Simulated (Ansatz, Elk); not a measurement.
# How far do independent atoms describe Li3Cr?, part 2 of 2

The structure of Li3Cr used here is made up (a known structure type with other elements) and was relaxed beforehand with PBEsol. The aim is the Fourier transform of its all-electron density, F(hkl), set beside the sum over free spherical atoms that refinements use.

Elk 11.2.3 (patched build); all-electron DFT.

So far: The starting structure; Ground state and structure factors; The magnetisation density; The highest occupied states alone.

The structure was built from a prototype and need not be the compound's stable phase.

**5. Another functional**

Level of this step: DFT, LDA (Perdew-Wang), all-electron APW+lo, Dirac cores, scalar-relativistic bands, static density, ferromagnetic start (Elk).

The difference from free atoms is small, so it is set against the change that LDA (Perdew-Wang) makes.

The input, elk.in:

```
tasks
  0
  195
  196

xctype
  3

spinpol
  .true.

rgkmax
  7.0

gmaxvr
  14.0

lmaxo
  7

lmaxapw
  8

swidth
  0.002

tshift
  .false.

ramdisk
  .false.

hmaxvr
  5.5

maxscl
  120

epspot
  1e-06

reducebf
  0.8

sppath
  './'

avec
  7.84731276367 0.00000000000 -0.00000000000
  0.00000000000 7.84731276367 -0.00000000000
  -0.00000000000 -0.00000000000 7.84731276367

atoms
  2
  'Cr.in'
  1
  -0.0000000000 0.0000000000 -0.0000000000   0.000000 0.000000 -0.205000
  'Li.in'
  3
  0.5000000000 0.5000000000 -0.0000000000   0.000000 0.000000 0.000000
  0.5000000000 0.0000000000 0.5000000000   0.000000 0.000000 0.000000
  -0.0000000000 0.5000000000 0.5000000000   0.000000 0.000000 0.000000

ngridk
  5 5 5
```

Run with:

```console
OMP_NUM_THREADS=4 elk
```

Numbers of over 12 decimals in the logs are rounded to 6 here.

The log of the run:

```text
┌─────────────────────────┐
│ Elk code version 11.2.3 │
└─────────────────────────┘

All units are atomic (Hartree, Bohr, etc.)

┌─────────────────────────────────────────────────┐
│ Ground-state run starting from atomic densities │
└─────────────────────────────────────────────────┘

Lattice vectors :
   7.847312764       0.000000000      -0.000000000
   0.000000000       7.847312764      -0.000000000
  -0.000000000      -0.000000000       7.847312764

Reciprocal lattice vectors :
  0.8006798628       0.000000000       0.000000000
[...]
total in muffin-tins        :    28.92162670
 total calculated charge     :    32.99998639
 total charge                :    33.00000000
 error                       :   0.1361295019E-04

Moments :
 interstitial                :   0.9411461398
 muffin-tins
  species : 1 (Cr)
[...]
species : 2 (Li)
[...]
atom 2                    :   0.1986084713E-01
   atom 3                    :   0.1986084713E-01
 total in muffin-tins        :    4.073658986
 total moment                :    5.014805126

┌──────────────────────────────┐
│ Self-consistent loop stopped │
└──────────────────────────────┘

Wrote STATE.OUT
[key lines of the parts left out:]
total energy                :     -1071.0292625506
```

Wall time 60 s (4 threads of Intel Xeon Platinum 8259CL at 2.50GHz (Skylake/Cascade Lake), shared host); peak memory 0.18 GiB; 3.1 min of CPU time.

Against the first run R = 0.23 %; the largest change is -0.049 at 220. The moment goes from 4.88 to 5.01 μB.

**6. Basis size**

A smaller basis shows how fast F responds to it; the change is likely larger than the basis error of the first run, but doesn't show convergence.

elk.in: that of step 5 with these lines changed.

```diff
@@ -6,3 +6,3 @@
 xctype
-  3
+  20
 
@@ -12,3 +12,3 @@
 rgkmax
-  7.0
+  5.5
```

Run with:

```console
OMP_NUM_THREADS=4 elk
```

The log of the run:

```text
┌─────────────────────────┐
│ Elk code version 11.2.3 │
└─────────────────────────┘

All units are atomic (Hartree, Bohr, etc.)

┌─────────────────────────────────────────────────┐
│ Ground-state run starting from atomic densities │
└─────────────────────────────────────────────────┘

Lattice vectors :
   7.847312764       0.000000000      -0.000000000
   0.000000000       7.847312764      -0.000000000
  -0.000000000      -0.000000000       7.847312764

Reciprocal lattice vectors :
  0.8006798628       0.000000000       0.000000000
[...]
total in muffin-tins        :    28.87938690
 total calculated charge     :    32.99998262
 total charge                :    33.00000000
 error                       :   0.1737758539E-04

Moments :
 interstitial                :   0.8360729555
 muffin-tins
  species : 1 (Cr)
[...]
species : 2 (Li)
[...]
atom 2                    :   0.1152439870E-01
   atom 3                    :   0.1152439870E-01
 total in muffin-tins        :    4.049274461
 total moment                :    4.885347417

┌──────────────────────────────┐
│ Self-consistent loop stopped │
└──────────────────────────────┘

Wrote STATE.OUT
[key lines of the parts left out:]
total energy                :     -1073.3863757550
```

Wall time 1.9 min (4 threads); peak memory 0.27 GiB.

Against the first run R = 0.02 %; the largest change is +0.007 at 222. The moment goes from 4.88 to 4.89 μB.

**7. Basis size**

The basis and the expansions that go with it are enlarged, to see whether the differences are converged.

elk.in: that of step 6 with these lines changed.

```diff
@@ -12,12 +12,12 @@
 rgkmax
-  5.5
+  8.5
 
 gmaxvr
-  14.0
+  18.0
 
 lmaxo
-  7
+  9
 
 lmaxapw
-  8
+  10
```

Run with:

```console
OMP_NUM_THREADS=4 elk
```

The log of the run:

```text
┌─────────────────────────┐
│ Elk code version 11.2.3 │
└─────────────────────────┘

All units are atomic (Hartree, Bohr, etc.)

┌─────────────────────────────────────────────────┐
│ Ground-state run starting from atomic densities │
└─────────────────────────────────────────────────┘

Lattice vectors :
   7.847312764       0.000000000      -0.000000000
   0.000000000       7.847312764      -0.000000000
  -0.000000000      -0.000000000       7.847312764

Reciprocal lattice vectors :
  0.8006798628       0.000000000       0.000000000
[...]
total in muffin-tins        :    28.89833912
 total calculated charge     :    32.99999959
 total charge                :    33.00000000
 error                       :   0.4085441390E-06

Moments :
 interstitial                :   0.8137922762
 muffin-tins
  species : 1 (Cr)
[...]
species : 2 (Li)
[...]
atom 2                    :   0.1135101921E-01
   atom 3                    :   0.1135101921E-01
 total in muffin-tins        :    4.062501696
 total moment                :    4.876293972

┌──────────────────────────────┐
│ Self-consistent loop stopped │
└──────────────────────────────┘

Wrote STATE.OUT
[key lines of the parts left out:]
total energy                :     -1073.3992605021
```

The job ended after 3.6 min (4 threads; peak memory 0.51 GiB).

Against the first run R = 0.00 %; the largest change is +0.001 at 200. The moment goes from 4.88 to 4.88 μB.

**8. Settings against the effect**

```
                              run  R against the first run (%)  R against neutral atoms, low angle (%)  wall time
                    PBE, rgkmax 7                         0.00                                    0.97    1.8 min
                LDA (Perdew-Wang)                         0.23                                    1.01       60 s
                       rgkmax 5.5                         0.02                                    0.99    1.9 min
rgkmax 8.5 with larger expansions                         0.00                                    0.96    3.6 min
```

**9. Outcome**

```yaml
r_against_neutral_atoms_sin_theta_lambda_0p3_a_minus1: 0.97 %
r_against_neutral_atoms_0p3_to_0p82_a_minus1: 0.33 %
```

In words: Independent neutral atoms miss the calculated amplitudes by R = 0.97 % below 0.3 Å⁻¹ and 0.33 % from there to 0.82 Å⁻¹; by shells, 0.97 % below 0.15 Å⁻¹ (1 form), 0.97 % 0.15 to 0.3 (5 forms), 0.22 % 0.3 to 0.45 (7 forms), 0.35 % above 0.45 (41 forms). Bonding, aspherical density and the tables' own atoms all enter these figures, and the runs don't part them. The largest change of an amplitude is -0.34 electrons, at 111. The magnetic order is that of the start. No other order was tried here, and an antiferromagnetic one would change or move the magnetic intensity. The window's part falls from 9.0 electrons at the origin to at most 0.53 between 0.45 and 0.82 Å⁻¹. Below 0.3 Å⁻¹ the changes that finished (LDA (Perdew-Wang), rgkmax 5.5 and rgkmax 8.5 with larger expansions) move F by R = 0.07 % at most, against the 0.97 % that separates it from free atoms. The magnetic factors move by R = 1.4 % (LDA (Perdew-Wang)), 0.6 % (rgkmax 5.5) and 0.1 % (rgkmax 8.5 with larger expansions). The k-mesh has no finished test. Part of the difference isn't bonding: the tables are fits to free atoms and ions calculated by other methods than this functional. Thermal motion, anomalous dispersion and extinction are left out.

[Logs are printed without paths, hosts, clocks, repeated set-up lines and the standing remarks that a program may print on its own settings, such as how far it seeks lower states.]

[Hosts, paths, dates, database ids (printed as entryN), source tags and the programs' standing remarks are cut or masked in the printed files.]
